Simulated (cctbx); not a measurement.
# A crystallographic session in cctbx: Nd2Mn5Cu5

Library: cctbx 2025.11. The data are simulated by the first script.

## 1. Simulate the data

run.py:

```python
from cctbx import adptbx, crystal, miller, sgtbx, xray
from cctbx.array_family import flex
from iotbx.shelx import hklf
from scitbx import matrix
import scitbx.random

cs = crystal.symmetry(unit_cell=(4.13, 5.192, 8.826, 90, 90, 90), space_group_symbol='Hall: -P 2 2')  # Pmmm
atoms = [  # label, site, U (iso, or U11 U22 U33 U12 U13 U23 in A^2), occupancy
    ("Nd1", (0, 0, 0.5), (0.0065, 0.0064, 0.0062, -0.0000, 0.0000, 0.0000), 1),
    ("Nd2", (0, 0.5, 0), (0.0125, 0.0100, 0.0085, -0.0000, 0.0000, 0.0000), 1),
    ("Cu1", (0.5, 0.7475, 0.7465), (0.0074, 0.0124, 0.0128, 0.0000, 0.0000, 0.0004), 1),
    ("Cu2", (0.5, 0, 0), (0.0129, 0.0156, 0.0145, -0.0000, 0.0000, 0.0000), 1),
    ("Mn1", (0.5, 0.5, 0.5), (0.0104, 0.0108, 0.0099, 0.0000, 0.0000, 0.0000), 1),
    ("Mn2", (0, 0.5, 0.6536), (0.0078, 0.0106, 0.0075, 0.0000, 0.0000, 0.0000), 1),
    ("Mn3", (0, 0, 0.1656), (0.0118, 0.0156, 0.0160, 0.0000, 0.0000, 0.0000), 1),
]
xs = xray.structure(crystal_symmetry=cs)
for label, site, u, occ in atoms:
    u = adptbx.u_cif_as_u_star(cs.unit_cell(), u) if isinstance(u, tuple) else u
    xs.add_scatterer(xray.scatterer(label, site=site, u=u, occupancy=occ))
xs.set_inelastic_form_factors(0.71073, "sasaki")
xs.show_summary()
p1 = xs.expand_to_p1()
ms = miller.build_set(p1, anomalous_flag=True, d_min=0.84)
flex.set_random_seed(154185)
scitbx.random.set_random_seed(154185)
ms = ms.select(flex.random_double(ms.size()) < 0.5)
i = ms.structure_factors_from_scatterers(p1, algorithm="direct").f_calc().as_intensity_array().data()
i = i * 20000 / flex.max(i)
sig = flex.sqrt(i + flex.pow2(0.03 * i) + 2 ** 2)
noise = scitbx.random.variate(scitbx.random.normal_distribution())(i.size())
data = ms.array(data=i + sig * noise, sigmas=sig).set_observation_type_xray_intensity()
with open("data.hkl", "w") as f:
    data.export_as_shelx_hklf(f)
print("reflections written:", data.size(), " <I/sigma> = %.1f" % flex.mean(data.data() / data.sigmas()))
for h, a, b in list(data.sort("data"))[:12]:
    print("%4d%4d%4d %9.1f %7.1f" % (h + (a, b)))
```

```console
$ python run.py
```

```text
Number of scatterers: 7
At special positions: 7
Unit cell: (4.13, 5.192, 8.826, 90, 90, 90)
Space group: P m m m (No. 47)
reflections written: 607  <I/sigma> = 10.9
   2   0   0   19371.6   616.4
  -1   2   0   11116.7   347.5
  -1  -2   0   11026.4   347.5
   0  -4   0   10461.6   325.5
  -1   1   3   10152.3   314.0
   0  -2  -6    9974.9   310.9
   0   4   0    9932.7   325.5
  -1  -1  -3    9775.2   314.0
   1   1  -3    9707.5   314.0
   0   2   2    8969.9   286.4
   0   2  -2    8651.3   286.4
  -2   4   0    7662.7   242.0
```

Run time: 0.19 s on 1 thread of Arm Neoverse V2, on a shared host, peak memory 0.07 GiB.

## 2. Symmetry

run.py:

```python
from cctbx import crystal, sgtbx, statistics
from cctbx.array_family import flex
from iotbx.shelx import hklf

p1 = crystal.symmetry(unit_cell=(4.13, 5.192, 8.826, 90, 90, 90), space_group_symbol="P 1")
raw = hklf.reader(file_name="data.hkl").as_miller_arrays(crystal_symmetry=p1, anomalous=True)[0]
print(raw.size(), "reflections to d = %.3f A" % raw.d_min())
isig = raw.data() / raw.sigmas()
print("centring   violations  <I/sigma> of those")
best = "P"
for c in "ABCIRF":
    a = raw.customized_copy(space_group_info=sgtbx.space_group_info("Hall: %s 1" % c)).sys_absent_flags().data()
    m = flex.mean(isig.select(a))
    print("%5s %10d of %5d %8.1f" % (c, (isig.select(a) > 4).count(True), a.count(True), m))
    if (isig.select(a) > 4).count(True) < 0.01 * a.count(True):
        best = c
raw = raw.select(~raw.customized_copy(space_group_info=sgtbx.space_group_info("Hall: %s 1" % best)).sys_absent_flags().data())
isig = raw.data() / raw.sigmas()
rows = []
for s in sgtbx.space_group_symbol_iterator():
    g = sgtbx.space_group(s)
    if g.conventional_centring_type_symbol() != best or not g.is_compatible_unit_cell(p1.unit_cell(), 1e-3, 0.02):
        continue
    rows.append((s, g))
print("Laue class    unique    Rint  (classes that these axes allow; Friedel mates merged)")
rint = {}
for s, g in rows:
    laue = g.build_derived_patterson_group()
    key = laue.type().hall_symbol()
    if key not in rint:
        m = raw.customized_copy(space_group_info=laue.info(), anomalous_flag=False).merge_equivalents()
        rint[key] = m.r_int()
        print("%-14s %6d %7.3f" % (laue.type().lookup_symbol(), m.array().size(), m.r_int()))
floor = min(rint.values())
good = [(s, g) for s, g in rows if rint[g.build_derived_patterson_group().type().hall_symbol()] < 2 * floor + 0.03]
top = max(g.build_derived_patterson_group().order_z() for s, g in good)
print("space group    extra absences  I>4sigma  <I/sigma>")
for s, g in good:
    laue = g.build_derived_patterson_group()
    if laue.order_z() != top:
        continue
    a = raw.customized_copy(space_group_info=g.info()).sys_absent_flags().data()
    a &= ~raw.customized_copy(space_group_info=laue.info()).sys_absent_flags().data()
    bad = (isig.select(a) > 4).count(True)
    if bad <= 0.03 * a.count(True):
        print("%-16s %8d %10d %9s  %s" % (s.universal_hermann_mauguin(), a.count(True), bad, "%.1f" % flex.mean(isig.select(a)) if a.count(True) else "-", "centric" if g.is_centric() else "acentric"))
laue = max(good, key=lambda t: t[1].build_derived_patterson_group().order_z())[1].build_derived_patterson_group()
f = raw.customized_copy(space_group_info=laue.info(), anomalous_flag=False).merge_equivalents().array().eliminate_sys_absent().f_sq_as_f()
f.set_observation_type_xray_amplitude()
bins = max(3, min(8, f.size() // 12))
f.setup_binner(n_bins=bins)
w = statistics.wilson_plot(f, {e: n / laue.order_z() for e, n in {'Nd': 2.0, 'Cu': 5.0, 'Mn': 5.0}.items()}, e_statistics=True)
print("Wilson B = %.2f A^2   <|E^2-1|> = %.3f (0.968 centric, 0.736 acentric)   E^2>4: %.1f %%" % (w.wilson_b, w.mean_e_sq_minus_1, w.percent_e_sq_gt_2))
print("shell (A)         n   <I/sigma>")
m = raw.customized_copy(space_group_info=laue.info(), anomalous_flag=False).merge_equivalents().array().eliminate_sys_absent()
for b in m.setup_binner(n_bins=bins).range_used():
    sel = m.binner().selection(b)
    print("%5.2f - %4.2f %6d %8.1f" % (min(m.binner().bin_d_range(b)[0] if m.binner().bin_d_range(b)[0] > 0 else 99, 99), m.binner().bin_d_range(b)[1], sel.count(True), flex.mean((m.data() / m.sigmas()).select(sel))))
```

```console
$ python run.py
```

```text
607 reflections to d = 0.843 A
centring   violations  <I/sigma> of those
    A         73 of   313      2.5
    B        174 of   301      9.7
    C        189 of   308      9.9
    I        171 of   294     11.7
    R        237 of   417     11.0
    F        218 of   461      7.4
Laue class    unique    Rint  (classes that these axes allow; Friedel mates merged)
P -1              466   0.025
P 1 2/m 1         318   0.024
P 1 1 2/m         322   0.024
P 2/m 1 1         332   0.022
P m m m           214   0.025
space group    extra absences  I>4sigma  <I/sigma>
P 2 2 2                 0          0         -  acentric
P m m 2                 0          0         -  acentric
P 2 m m                 0          0         -  acentric
P m 2 m                 0          0         -  acentric
P m m m                 0          0         -  centric
Wilson B = 1.66 A^2   <|E^2-1|> = 1.144 (0.968 centric, 0.736 acentric)   E^2>4: 6.4 %
shell (A)         n   <I/sigma>
 8.83 - 1.68     32     16.2
 1.68 - 1.34     25     19.4
 1.34 - 1.17     32     18.1
 1.17 - 1.06     23     14.9
 1.06 - 0.99     25     11.3
 0.99 - 0.93     28     19.6
 0.93 - 0.88     23     12.7
 0.88 - 0.84     26     15.7
```

Time: 0.29 s.

## 3. Patterson map

run.py:

```python
from cctbx import crystal, maptbx
from iotbx.shelx import hklf

cs = crystal.symmetry(unit_cell=(4.13, 5.192, 8.826, 90, 90, 90), space_group_symbol='Hall: -P 2 2')  # Pmmm
raw = hklf.reader(file_name="data.hkl").as_miller_arrays(crystal_symmetry=cs, anomalous=True)[0]
merged = raw.eliminate_sys_absent().merge_equivalents()
fo2 = merged.array().set_observation_type_xray_intensity()
f = fo2.average_bijvoet_mates().f_sq_as_f()
pm = f.patterson_map(symmetry_flags=maptbx.use_space_group_symmetry, sharpening=False, resolution_factor=0.25)
peaks = pm.peak_search(parameters=maptbx.peak_search_parameters(min_distance_sym_equiv=0.4, max_clusters=14)).all()
top = peaks.heights()[0]
print("Patterson group", f.patterson_symmetry().space_group_info())
print("      u       v       w   height  length (A)")
for x, h in zip(peaks.sites(), peaks.heights()):
    y = [t - round(t) for t in x]
    print("%7.3f %7.3f %7.3f %8.1f %8.2f" % (x + (1000 * h / top, cs.unit_cell().length(y))))
```

```console
$ python run.py
```

```text
Patterson group P m m m
      u       v       w   height  length (A)
  0.000   0.000   0.000   1000.0     0.00
  0.000   0.500   0.500    974.8     5.12
  0.000   0.500   0.162    440.5     2.97
  0.000   0.000   0.337    440.3     2.98
  0.500   0.000   0.500    424.6     4.87
  0.500   0.500   0.000    421.2     3.32
  0.500   0.250   0.250    419.0     3.29
  0.000   0.250   0.251    173.8     2.56
  0.500   0.500   0.344    136.6     4.49
  0.500   0.000   0.157    135.6     2.49
  0.500   0.251   0.090    134.8     2.57
  0.500   0.247   0.409    127.1     4.35
  0.000   0.500   0.000    116.8     2.60
  0.000   0.000   0.500    115.1     4.41
```

Time: 0.21 s.

## 4. Charge flipping

run.py:

```python
import itertools
from cctbx import crystal, maptbx
from cctbx.array_family import flex
from iotbx.shelx import hklf
from smtbx.ab_initio import charge_flipping as cf

cs = crystal.symmetry(unit_cell=(4.13, 5.192, 8.826, 90, 90, 90), space_group_symbol='Hall: -P 2 2')  # Pmmm
raw = hklf.reader(file_name="data.hkl").as_miller_arrays(crystal_symmetry=cs, anomalous=True)[0]
merged = raw.eliminate_sys_absent().merge_equivalents()
fo2 = merged.array().set_observation_type_xray_intensity()
f = fo2.average_bijvoet_mates().f_sq_as_f().resolution_filter(d_min=0.9)
p1 = f.expand_to_p1()
p1.setup_binner_counting_sorted(reflections_per_bin=max(40, p1.size() // 12))
work = p1.array(data=p1.data() / p1.amplitude_quasi_normalisations().data())
flex.set_random_seed(80107)
it = cf.weak_reflection_improved_iterator(delta=None, weak_reflection_fraction=0.2)
it.start(work, phases=flex.random_double(p1.size()) * 6.2832, f_000=0)
it.delta = 1.1 * it.rho_map.sigma()
print("cycle      R  skewness")
for n, st in enumerate(itertools.islice(it, 200)):
    if n % 16 == 0:
        print("%5d %6.3f %8.2f" % (n, st.r1_factor(), st.rho_map.skewness()))
rho = p1.phase_transfer(it.f_calc).fft_map().apply_volume_scaling()
polish = cf.low_density_elimination_iterator(constant_rho_c=rho.sigma())
polish.start(f_obs=p1, phases=it.f_calc, f_000=0)
for _ in range(8):
    next(polish)
print("origin shift          correlation  skewness")
maps = []
for fc, shift, cc in itertools.islice(cf.f_calc_symmetrisations(f, polish.f_calc, 0), 4):
    m = f.phase_transfer(fc).fft_map(symmetry_flags=maptbx.use_space_group_symmetry, resolution_factor=0.25).apply_sigma_scaling()
    maps.append((m.skewness(), cc, m))
    print("%6.3f %6.3f %6.3f %10.3f %9.2f" % (tuple(shift) + (cc, m.skewness())))
skew, cc, m = max((t for t in maps if t[1] > maps[0][1] - 0.04), key=lambda t: t[0])
print("taken: symmetry correlation %.3f, skewness %.2f" % (cc, skew))
peaks = m.peak_search(parameters=maptbx.peak_search_parameters(min_distance_sym_equiv=0.9, max_clusters=12)).all()
sps = cs.special_position_settings(min_distance_sym_equiv=0.5)
print("peak      x       y       z  mult  height/sigma")
for k, (x, h) in enumerate(zip(peaks.sites(), peaks.heights())):
    ss = sps.site_symmetry(x)
    print("Q%-3d %7.4f %7.4f %7.4f %4d %8.1f" % ((k + 1,) + tuple(t % 1 for t in ss.exact_site()) + (ss.multiplicity(), h)))
```

```console
$ python run.py
```

```text
cycle      R  skewness
    0  0.606     0.21
   16  0.523     1.55
   32  0.589     1.79
   48  0.527     1.92
   64  0.539     1.74
   80  0.539     1.68
   96  0.539     1.56
  112  0.536     1.62
  128  0.512     1.84
  144  0.529     1.86
  160  0.511     1.62
  176  0.528     1.67
  192  0.528     1.57
origin shift          correlation  skewness
 0.458 -0.142 -0.078      0.802      0.88
 0.349  0.236  0.476      0.872      2.07
 0.360  0.168  0.098      0.820      0.66
 0.349  0.236 -0.024      0.872      2.07
taken: symmetry correlation 0.872, skewness 2.07
peak      x       y       z  mult  height/sigma
Q1    0.0000  0.0000  0.1769    2      8.7
Q2    0.0000  0.5000  0.3237    2      8.2
Q3    0.0000  0.5000  0.0000    1      7.8
Q4    0.0000  0.0000  0.5000    1      7.8
Q5    0.5000  0.5000  0.1963    2      5.6
Q6    0.5000  0.0000  0.3028    2      5.1
Q7    0.1609  0.0000  0.0000    2      3.8
Q8    0.5000  0.2886  0.0682    4      3.2
Q9    0.5000  0.2142  0.4330    4      3.2
Q10   0.1605  0.5000  0.5000    2      3.1
Q11   0.5000  0.0938  0.0000    2      2.5
Q12   0.5000  0.4015  0.5000    2      2.0
```

Time: 0.26 s.

## 5. Refinement (model from the peaks)

run.py:

```python
import math
from cctbx import adptbx, crystal, maptbx, sgtbx, xray
from cctbx.array_family import flex
from cctbx.xray import observations
from iotbx.shelx import hklf
from scitbx.lstbx import normal_eqns_solving
from smtbx import absolute_structure, utils
from smtbx.refinement import constraints, least_squares

cs = crystal.symmetry(unit_cell=(4.13, 5.192, 8.826, 90, 90, 90), space_group_symbol='Hall: -P 2 2')  # Pmmm
atoms = [  # label, site, U (iso, or U11 U22 U33 U12 U13 U23 in A^2), occupancy
    ("Cu1", (0, 0, 0.1769), 0.0200, 1),
    ("Nd1", (0, 0.5, 0.3237), 0.0200, 1),
    ("Cu2", (0, 0.5, 0), 0.0200, 1),
    ("Mn1", (0, 0, 0.5), 0.0200, 1),
    ("Cu3", (0.5, 0.5, 0.1963), 0.0200, 1),
    ("Mn2", (0.5, 0, 0.3028), 0.0200, 1),
    ("Mn3", (0.1609, 0, 0), 0.0200, 1),
]
xs = xray.structure(crystal_symmetry=cs)
for label, site, u, occ in atoms:
    u = adptbx.u_cif_as_u_star(cs.unit_cell(), u) if isinstance(u, tuple) else u
    xs.add_scatterer(xray.scatterer(label, site=site, u=u, occupancy=occ))
xs.set_inelastic_form_factors(0.71073, "sasaki")
raw = hklf.reader(file_name="data.hkl").as_miller_arrays(crystal_symmetry=cs, anomalous=True)[0]
merged = raw.eliminate_sys_absent().merge_equivalents()
fo2 = merged.array().set_observation_type_xray_intensity()
print("Rint %.3f, %d unique reflections to %.2f A" % (merged.r_int(), fo2.size(), fo2.d_min()))
for sc in xs.scatterers():
    sc.flags.set_grad_site(True)
    sc.flags.set_grad_u_aniso(sc.flags.use_u_aniso())
    sc.flags.set_grad_u_iso(sc.flags.use_u_iso())
obs = fo2.as_xray_observations()
extra = {}
rep = constraints.reparametrisation(xs, [], utils.connectivity_table(xs), **extra)
ls = least_squares.crystallographic_ls(obs, rep, weighting_scheme=least_squares.mainstream_shelx_weighting(a=0, b=0))
print("cycle     R1     wR2    GooF  max shift (A)")
for cycle in range(6):
    ls.build_up()
    r1, wr2, goof = ls.r1_factor(cutoff_factor=2)[0], ls.wR2(), ls.goof()
    old = xs.sites_cart()
    normal_eqns_solving.levenberg_marquardt_iterations(ls, n_max_iterations=3, tau=0.0001, step_threshold=1e-7)
    big = flex.max((xs.sites_cart() - old).norms())
    print("%4d %7.4f %7.4f %7.3f %9.5f" % (cycle + 1, r1, wr2, goof, big))
    ls.build_up(objective_only=True)
    if abs(ls.wR2() - wr2) < 5e-5 and big < 5e-4:
        break
ls.build_up()
print("final R1 %.4f wR2 %.4f GooF %.3f  parameters %d  data/parameter %.1f" % (ls.r1_factor(cutoff_factor=2)[0], ls.wR2(), ls.goof(), ls.n_parameters, fo2.size() / ls.n_parameters))
cov = ls.covariance_matrix_and_annotations()
su = dict(zip(cov.annotations, (math.sqrt(max(v, 0)) for v in cov.matrix.matrix_packed_u_diagonal())))
a2 = cs.unit_cell().reciprocal_parameters()[0] ** -2
print("atom        x        y        z      Ueq    occ   su(xyz)  su(Uiso or U11)")
for sc in xs.scatterers():
    s = max(su.get(sc.label + k, 0) for k in (".x", ".y", ".z"))
    npd = "" if sc.is_positive_definite_u(cs.unit_cell()) else "  NPD"
    print("%-5s %8.5f %8.5f %8.5f %8.4f %6.3f %8.5f %7.4f%s" % ((sc.label,) + sc.site + (sc.u_iso_or_equiv(cs.unit_cell()), sc.occupancy, s, su.get(sc.label + ".uiso", su.get(sc.label + ".u11", 0) * a2), npd)))
fo = fo2.f_sq_as_f()
fc = fo.structure_factors_from_scatterers(xs, algorithm="direct").f_calc()
diff = fo.f_obs_minus_f_calc(1 / math.sqrt(ls.scale_factor()), fc).average_bijvoet_mates()
m = diff.fft_map(symmetry_flags=maptbx.use_space_group_symmetry, resolution_factor=0.25).apply_volume_scaling()
print("difference map: max %.2f min %.2f rms %.2f" % (m.statistics().max(), m.statistics().min(), m.statistics().sigma()))
peaks = m.peak_search(parameters=maptbx.peak_search_parameters(min_distance_sym_equiv=0.6, max_clusters=5)).all()
near = xs.closest_distances(peaks.sites(), distance_cutoff=4)
sps = cs.special_position_settings(min_distance_sym_equiv=0.5)
for k, (x, h) in enumerate(zip(peaks.sites(), peaks.heights())):
    ss = sps.site_symmetry(x)
    print("Q%-3d %7.4f %7.4f %7.4f %4d %7.2f  %.2f A from %s" % ((k + 1,) + tuple(t % 1 for t in ss.exact_site()) + (ss.multiplicity(), h, near.smallest_distances[k], xs.scatterers()[near.i_seqs[k]].label)))
```

```console
$ python run.py
```

```text
Rint 0.025, 214 unique reflections to 0.84 A
cycle     R1     wR2    GooF  max shift (A)
   1  0.8549  0.9870  24.401   0.09739
   2  0.8037  0.9759  24.128   0.02457
   3  0.7874  0.9720  24.030   0.09926
   4  0.7712  0.9670  23.906   0.38686
   5  0.7646  0.9648  23.852   0.15492
   6  0.7641  0.9646  23.847   0.00951
final R1 0.7639 wR2 0.9645 GooF 23.846  parameters 12  data/parameter 17.8
atom        x        y        z      Ueq    occ   su(xyz)  su(Uiso or U11)
Cu1    0.00000  0.00000  0.16868   0.0001  1.000  0.01849  0.0305
Nd1    0.00000  0.50000  0.33464   0.0001  1.000  0.00844  0.0189
Cu2    0.00000  0.50000  0.00000   0.0001  1.000  0.00000  0.0515
Mn1    0.00000  0.00000  0.50000   0.0001  1.000  0.00000  0.0603
Cu3    0.50000  0.50000  0.18498   0.0001  1.000  0.01488  0.0383
Mn2    0.50000  0.00000  0.31239   0.0001  1.000  0.01819  0.0457
Mn3    0.00012  0.00000  0.00000   0.6125  1.000 797.63392  1.2723
difference map: max 499.07 min -243.63 rms 40.64
Q1    0.0000  0.0000  0.1596    2  501.81  0.08 A from Cu1
Q2    0.0000  0.5000  0.3404    2  483.22  0.05 A from Nd1
Q3    0.5000  0.0000  0.3098    2  243.09  0.02 A from Mn2
Q4    0.5000  0.5000  0.1877    2  218.06  0.02 A from Cu3
Q5    0.0000  0.0000  0.5000    1  182.34  0.00 A from Mn1
```

Time: 0.52 s.

Figures of merit this high mean that the model is still wrong or incomplete.

## 6. Charge flipping

run.py, as its changes from the last script of this kind:

```diff
@@ -13,3 +13,2 @@
-p1.setup_binner_counting_sorted(reflections_per_bin=max(40, p1.size() // 12))
-work = p1.array(data=p1.data() / p1.amplitude_quasi_normalisations().data())
-flex.set_random_seed(80107)
+work = p1
+flex.set_random_seed(80108)
@@ -20,2 +19,2 @@
-for n, st in enumerate(itertools.islice(it, 200)):
-    if n % 16 == 0:
+for n, st in enumerate(itertools.islice(it, 400)):
+    if n % 33 == 0:
```

```console
$ python run.py
```

```text
cycle      R  skewness
    0  0.645     0.07
   33  0.420     2.22
   66  0.412     2.14
   99  0.444     2.01
  132  0.427     2.10
  165  0.432     2.05
  198  0.431     2.05
  231  0.399     2.03
  264  0.425     1.95
  297  0.407     1.97
  330  0.416     2.03
  363  0.433     2.09
  396  0.437     1.85
origin shift          correlation  skewness
 0.044  0.442  0.424      0.888      2.89
 0.034  0.443  0.093      0.877      3.11
 0.114  0.423  0.251      0.891      3.67
 0.116  0.061  0.440      0.839      1.28
taken: symmetry correlation 0.891, skewness 3.67
peak      x       y       z  mult  height/sigma
Q1    0.0000  0.5000  0.0000    1     14.2
Q2    0.0000  0.0000  0.5000    1     13.7
Q3    0.0000  0.0000  0.1552    2      4.7
Q4    0.0000  0.5000  0.3475    2      4.6
Q5    0.5000  0.0000  0.0000    1      4.4
Q6    0.5000  0.5000  0.5000    1      4.3
Q7    0.5000  0.3077  0.2548    4      3.2
Q8    0.5000  0.3366  0.0000    2      2.1
Q9    0.3066  0.5000  0.0000    2      1.7
Q10   0.3106  0.0000  0.5000    2      1.6
Q11   0.3779  0.2487  0.4128    8      1.6
Q12   0.0000  0.3542  0.2491    4      1.6
```

It took 0.29 s on 1 thread of Arm Neoverse V2 (shared host), peak memory 0.07 GiB.

[Logs are printed without paths, hosts, clocks, repeated set-up lines and the standing remarks that a program may print on its own settings, such as how far it seeks lower states.]
